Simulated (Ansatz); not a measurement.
# SrLiH3 (Pm-3m): following an unstable mode

Wanted: the energy along a soft mode of SrLiH3 (Pm-3m) and the structure at the end.

Main program and level: Ansatz 0.2.0; DFT PBEsol, scalar-relativistic, plane waves, PAW.

This is a report of a sequence of runs, with most program output left out.

## (1) Set-up

Symmetry: Pm-3m, No. 221, cubic system. Conventional cell: a = 4.592 Å, b = 4.592 Å, c = 4.592 Å, α = 90.00°, β = 90.00°, γ = 90.00°. Li has 12 H at 3.25 Å nearest. Sr has 6 H at 2.30 Å nearest. Nearest to H lie 2 Sr at 2.30 Å. Farther neighbours are not listed.

## (2) Response at finite wavevector

The cell comes from relaxations at this level that are not shown. Stability and thermal properties need the whole zone. Linear response on a 2×2×2 q mesh gives force constants as far as a supercell of that size would, and the tensors from the zone-centre run are typed in so that the long-range dipole term is interpolated apart.

Input file input.yaml:

```yaml
crystal:
  lattice:
    - [4.592489, 0.0, 0.0]
    - [0.0, 4.592489, 0.0]
    - [0.0, 0.0, 4.592489]
  atoms:
    - { symbol: Li, position: [0.0, 0.0, 0.0] }
    - { symbol: Sr, position: [0.5, 0.5, 0.5] }
    - { symbol: H, position: [0.0, 0.5, 0.5] }
    - { symbol: H, position: [0.5, 0.0, 0.5] }
    - { symbol: H, position: [0.5, 0.5, 0.0] }
kpoints:
  mp_grid: { grid: [6, 6, 6] }
hamiltonian:
  xc: pbesol
scf:
  occupations: { method: fixed }
output:
  eigenvalues: true
phonons:
  method: dfpt
  qmesh: [2, 2, 2]
  temperatures: { t_max: 1000, t_step: 50 }
  qpath:
    path:
      - [[0.0, 0.0, 0.0], [0.0, 0.5, 0.0], [0.5, 0.5, 0.0], [0.0, 0.0, 0.0], [0.5, 0.5, 0.5], [0.0, 0.5, 0.0]]
      - [[0.5, 0.5, 0.5], [0.5, 0.5, 0.0]]
    npoints: 10
  non_analytic_term:
    high_frequency_dielectric_tensor: [[3.8406, 0.0, 0.0], [0.0, 3.8406, 0.0], [0.0, 0.0, 3.8406]]
    born_effective_charges:
      - { species: Li, tensor: [[1.4248, 0.0, 0.0], [0.0, 1.4248, 0.0], [0.0, 0.0, 1.4248]] }
      - { species: Sr, tensor: [[1.5954, 0.0, 0.0], [0.0, 1.5954, 0.0], [0.0, 0.0, 1.5954]] }
      - { species: H, tensor: [[-0.9861, 0.0, 0.0], [0.0, -1.017, 0.0], [0.0, 0.0, -1.017]] }
      - { species: H, tensor: [[-1.017, 0.0, 0.0], [0.0, -0.9861, 0.0], [0.0, 0.0, -1.017]] }
      - { species: H, tensor: [[-1.017, 0.0, 0.0], [0.0, -1.017, 0.0], [0.0, 0.0, -0.9861]] }
    source: "zone-centre run at this cell"
```

Launch:

```
$ ansatz run input.yaml --threads 4 --pin off --max-ram 7168MiB --backend cpu --events-out ev --progress --plain --runs-dir out
```

Wall time 48 s (4 threads of AMD EPYC 9R45, shared host); peak memory 0.61 GiB; 58 s of CPU time.

Numbers from this step:

| Item | Value |
| --- | --- |
| gap on the k-mesh | 1.664 eV |
| volume per atom | 19.37 Å³ |
| sum-rule residual before enforcement | 3.96e-5 eV/Å² |
| lowest frequency on the path | -559.6 cm⁻¹ |
| point group | m-3m |
| highest frequency on the path or at a solved wavevector | 1388 cm⁻¹ |
| highest optical mode at the zone centre (no LO-TO term) | 1287 cm⁻¹ |
| lowest optical zone-centre mode | -421.1 cm⁻¹ |
| lowest mode on the q mesh (acoustic modes at Γ apart) | -559.6 cm⁻¹ |

Frequencies (cm⁻¹) solved at each irreducible wavevector; negative means imaginary. Frequencies by wavevector, by row:

```
q in reciprocal lattice units  star  mode 1  mode 2  mode 3  mode 4  mode 13  mode 14  mode 15
                        0 0 0     1  -421.1  -421.1  -421.1  -418.9     1287     1287     1287
                     0 0 -0.5     3  -396.9  -396.9  -346.9  -346.9     1286     1286     1362
                  0 -0.5 -0.5     3  -553.3  -361.6  -361.6  -282.1     1286     1306     1376
               -0.5 -0.5 -0.5     1  -559.6  -559.6  -559.6  -280.4     1305     1305     1388
```

Interpolated from a 2×2×2 q mesh, with the LO-TO term (at Γ the limit along the path; where Γ stands inside the path, tables give the limit on arrival). The phonon branches at the labelled points (cm⁻¹):

```
    point  branch 1  branch 2  branch 3  branch 4  branch 12  branch 13  branch 14  branch 15
        Γ      -421      -421      -421      -419        411       1287       1287       1341
  halfway      -410      -410      -383      -383        432       1287       1287       1352
        X      -397      -397      -347      -347        452       1286       1286       1362
  halfway      -486      -369      -344      -330        484       1286       1299       1366
        M      -553      -362      -362      -282        488       1286       1306       1376
  halfway      -463      -388      -372      -361        461       1286       1297       1356
        Γ      -421      -421      -421      -419        411       1287       1287       1341
  halfway      -464      -455      -455      -294        482       1296       1296       1360
        R      -560      -560      -560      -280        523       1305       1305       1388
  halfway      -488      -483      -452      -298        505       1296       1300       1371
        X      -397      -397      -347      -347        452       1286       1286       1362
jump to R      -560      -560      -560      -280        523       1305       1305       1388
  halfway      -556      -485      -485      -287        508       1297       1306       1380
        M      -553      -362      -362      -282        488       1286       1306       1376
```

Symmetry leaves 4 wavevectors to solve. The lowest mode among them, the acoustic zeros apart, lies at q = (-0.5, -0.5, -0.5) and is imaginary, 559.6i cm⁻¹, so the energy falls along it.

## (3) The mode frozen in, largest atomic shift 0 Å

The mode followed lies at q = (-0.5, -0.5, -0.5) with frequency 559.6i cm⁻¹ and is 3-fold degenerate, the softest among the wavevectors solved. At small amplitude the distorted cell has space group no. 74 by a symmetry search on the positions. The undistorted cell that holds it gives the zero of energy on the same k mesh.

System of this step: SrLiH3. Symmetry: Pm-3m, No. 221, cubic system. Conventional cell: a = 4.592 Å, b = 4.592 Å, c = 4.592 Å, α = 90.00°, β = 90.00°, γ = 90.00°. Nearest to Li lie 12 H at 3.25 Å. Nearest to Sr lie 6 H at 2.30 Å. H has 2 Sr at 2.30 Å nearest. Farther neighbours are not listed.

Input file input.yaml:

```yaml
crystal:
  lattice:
    - [4.592489, 4.592489, 0.0]
    - [4.592489, 0.0, 4.592489]
    - [4.592489, 0.0, -4.592489]
  atoms:
    - { symbol: Li, position: [0.0, 0.0, 0.0] }
    - { symbol: Li, position: [0.0, 0.5, 0.5] }
    - { symbol: Sr, position: [0.5, 0.25, 0.75] }
    - { symbol: Sr, position: [0.5, 0.75, 0.25] }
    - { symbol: H, position: [0.5, 0.0, 0.5] }
    - { symbol: H, position: [0.5, 0.5, 1.0] }
    - { symbol: H, position: [0.0, 0.5, 0.0] }
    - { symbol: H, position: [0.0, 0.0, 0.5] }
    - { symbol: H, position: [0.5, 0.0, 0.0] }
    - { symbol: H, position: [0.5, 0.5, 0.5] }
kpoints:
  mp_grid: { grid: [6, 6, 6] }
hamiltonian:
  xc: pbesol
scf:
  occupations: { method: gaussian, width: 0.02 }
output:
  forces: true
  stress: true
  eigenvalues: true
```

The job ended after 1.8 s (4 threads; peak memory 0.54 GiB).

This step gave:

```
pressure                         : -0.004585 GPa
energy from the undistorted cell : 0 meV/atom
```

At this level the gap is 1.66 eV on the k-mesh of the self-consistent run, which can miss the band edges.

## (4) The mode frozen in, largest atomic shift 0.6 Å

The atoms are moved along the unstable eigenvector, the largest shift by 0.6 Å, with the cell fixed.

Input file input.yaml:

```yaml
crystal:
  lattice:
    - [4.592489, 4.592489, 0.0]
    - [4.592489, 0.0, 4.592489]
    - [4.592489, 0.0, -4.592489]
  atoms:
    - { symbol: Li, position: [0.0, 0.0, 0.0] }
    - { symbol: Li, position: [0.0, 0.5, 0.5] }
    - { symbol: Sr, position: [0.5, 0.25, 0.75] }
    - { symbol: Sr, position: [0.5, 0.75, 0.25] }
    - { symbol: H, position: [0.5, 0.0461910816, 0.4538089184] }
    - { symbol: H, position: [0.5, 0.4538089184, 1.0461910816] }
    - { symbol: H, position: [0.0, 0.4538089184, 0.0461910816] }
    - { symbol: H, position: [0.0, 0.0461910816, 0.4538089184] }
    - { symbol: H, position: [0.5923821633, -0.0923821633, -0.0923821633] }
    - { symbol: H, position: [0.4076178367, 0.5923821633, 0.5923821633] }
kpoints:
  mp_grid: { grid: [6, 6, 6] }
hamiltonian:
  xc: pbesol
scf:
  occupations: { method: gaussian, width: 0.02 }
output:
  forces: true
  stress: true
  eigenvalues: true
```

Run time: 3.4 s. Hardware: 4 threads; peak memory 0.62 GiB; 6.4 s of CPU time.

This step gave:

- pressure: -1.265 GPa
- gap on the k-mesh: 1.690 eV
- energy from the undistorted cell: -69.56 meV/atom

The energy, extrapolated to zero smearing, is -69.56 meV/atom against the undistorted cell.

The run ends at a pressure of -1.27 GPa, with forces up to 0.50 eV/Å.

## (5) Energy along the mode, all amplitudes (two of the runs are shown above)

An imaginary frequency means negative curvature, so the energy should fall and then rise again as anharmonic terms take over.

Numbers from this step:

| Item | Value |
| --- | --- |
| depth at the lowest point sampled | 69.56 meV/atom |
| largest atomic shift at that point | 0.6 Å |

Energy from the parent against largest atomic shift:

```
largest atomic shift (Å)  energy from the parent (meV/atom)
                   0.000                                  0
                   0.040                             -0.371
                   0.080                              -1.48
                   0.140                              -4.50
                   0.220                              -11.0
                   0.320                              -22.5
                   0.450                              -42.3
                   0.600                              -69.6
```

Displacement at unit largest shift by atom:

```
atom   x (Å)   y (Å)   z (Å)   size
 Li1   0.000   0.000   0.000  0.000
 Li2   0.000   0.000   0.000  0.000
 Sr3   0.000   0.000   0.000  0.000
 Sr4   0.000   0.000   0.000  0.000
  H5   0.000   0.000   0.707  0.707
  H6   0.000   0.000  -0.707  0.707
  H7   0.000   0.000  -0.707  0.707
  H8   0.000   0.000   0.707  0.707
  H9  -0.707   0.707   0.000  1.000
 H10   0.707  -0.707   0.000  1.000
```

The lowest of the steps tried is the last one, at 0.6 Å, 69.6 meV/atom below the parent; the bottom of the well need not coincide with a step.

## (6) Relaxing from the distorted cell

Starting from the lowest point found, all atoms and the cell are let go, so that strain and other modes of the same symmetry can join in.

Edit input.yaml of step 4 so:

```diff
@@ -21,3 +21,3 @@
 scf:
-  occupations: { method: gaussian, width: 0.02 }
+  occupations: { method: fixed }
 output:
@@ -26 +26,6 @@
   eigenvalues: true
+relax:
+  adjacent_minimum: "off"
+  f_tol: 0.002
+  max_steps: 120
+  cell: { stress_tol: 0.03 }
```

It took 38 s on 4 threads; peak memory 0.67 GiB.

The steps of the relaxation:

```
step  energy less that of the first step (eV)  largest force component (eV/Å)  pressure (GPa)  volume (Å³)
   1                                   0.0000                          0.3520           -1.27       193.72
   2                                  -0.4788                          0.4001           -1.39       187.16
   3                                  -0.9720                          0.3919           -1.21       178.63
   4                                  -1.3889                          0.2691           -0.94       170.87
   5                                  -1.7557                          0.1626           -0.65       161.83
   6                                  -1.9215                          0.0713           -0.14       154.76
   7                                  -1.9490                          0.0828           -0.21       152.40
   8                                  -1.9431                          0.1142            0.13       151.87
   9                                  -1.9542                          0.0017            0.00       151.92
 10*                                  -1.9466                          0.0018           -0.04       151.92
  11                                  -1.9468                          0.0006            0.00       151.63
 12*                                  -1.9467                          0.0006            0.00       151.63
```

Relaxation steps marked * repeat the geometry before them on a plane-wave basis chosen anew for their cell, so energy and pressure can jump there. Relaxation step 8 was tried and not accepted.

Forces are held to the 8 operations that the run works with; a distortion that breaks them can't arise in this run.

```
conventional cell, symmetrised  before  after   change
                         a (Å)   6.495  5.943   -8.5 %
                         b (Å)   9.185  8.858   -3.6 %
                         c (Å)   6.495  5.761  -11.3 %
              volume (Å³/atom)   19.37  15.16  -21.7 %
```

The atoms that moved most (Å, as changes of fractional coordinates times the final cell):

```
atom      dx      dy      dz  length
 H10   0.666  -0.666   0.000   0.942
  H9  -0.666   0.666   0.000   0.942
  H7   0.000   0.000  -0.643   0.643
  H8   0.000   0.000   0.643   0.643
  H5   0.000   0.000   0.643   0.643
  H6   0.000   0.000  -0.643   0.643
 Li1   0.357  -0.357   0.000   0.505
 Li2  -0.357   0.357   0.000   0.505
```

Numbers from this step:

```yaml
pressure: 0.004238 GPa
gap_on_the_k_mesh: 1.563 eV
volume_per_atom: 15.16 Å³
```

The distorted start has space group Imma; the relaxation ends in Imma.

## (7) The new phase in its own primitive cell

The relaxed structure is symmetrised, reduced to its primitive cell and relaxed tightly, as its phonons need.

Input file input.yaml:

```yaml
crystal:
  lattice:
    - [-2.9714362098, 4.4291245973, 2.8802754536]
    - [2.9714362098, -4.4291245973, 2.8802754536]
    - [2.9714362098, 4.4291245973, -2.8802754536]
  atoms:
    - { symbol: Li, position: [0.6623796904, 0.9123796904, 0.75] }
    - { symbol: Li, position: [0.3376203096, 0.0876203096, 0.25] }
    - { symbol: Sr, position: [0.0, 0.5, 0.5] }
    - { symbol: Sr, position: [0.5, 0.5, 0.0] }
    - { symbol: H, position: [0.3688040118, 0.0, 0.8688040118] }
    - { symbol: H, position: [0.6311959882, 0.0, 0.1311959882] }
    - { symbol: H, position: [0.6311959882, 0.5, 0.6311959882] }
    - { symbol: H, position: [0.3688040118, 0.5, 0.3688040118] }
    - { symbol: H, position: [0.0059299563, 0.7559299563, 0.25] }
    - { symbol: H, position: [0.9940700437, 0.2440700437, 0.75] }
kpoints:
  mp_grid: { grid: [6, 6, 6] }
hamiltonian:
  xc: pbesol
scf:
  occupations: { method: fixed }
output:
  forces: true
  stress: true
  eigenvalues: true
relax:
  adjacent_minimum: "off"
  f_tol: 0.001
  max_steps: 60
  cell: { stress_tol: 0.01 }
```

Elapsed: 9.9 s, on 4 threads; peak memory 0.61 GiB.

Little changed from the start: no atom moved by 0.005 Å and no cell edge by 0.1 %.

This step gave:

```
pressure           : 5.52e-4 GPa
direct gap on mesh : 1.563 eV
```

The largest force component left is 0.040 meV/Å and the pressure is 0.001 GPa, within the tolerances set. The cell now holds 15.16 Å³/atom.

[end of part 1 of 2]

[Logs are printed without paths, hosts, clocks, repeated set-up lines and the standing remarks that a program may print on its own settings, such as how far it seeks lower states.]

[Hosts, paths, dates, database ids (printed as entryN), source tags and the programs' standing remarks are cut or masked in the printed files.]
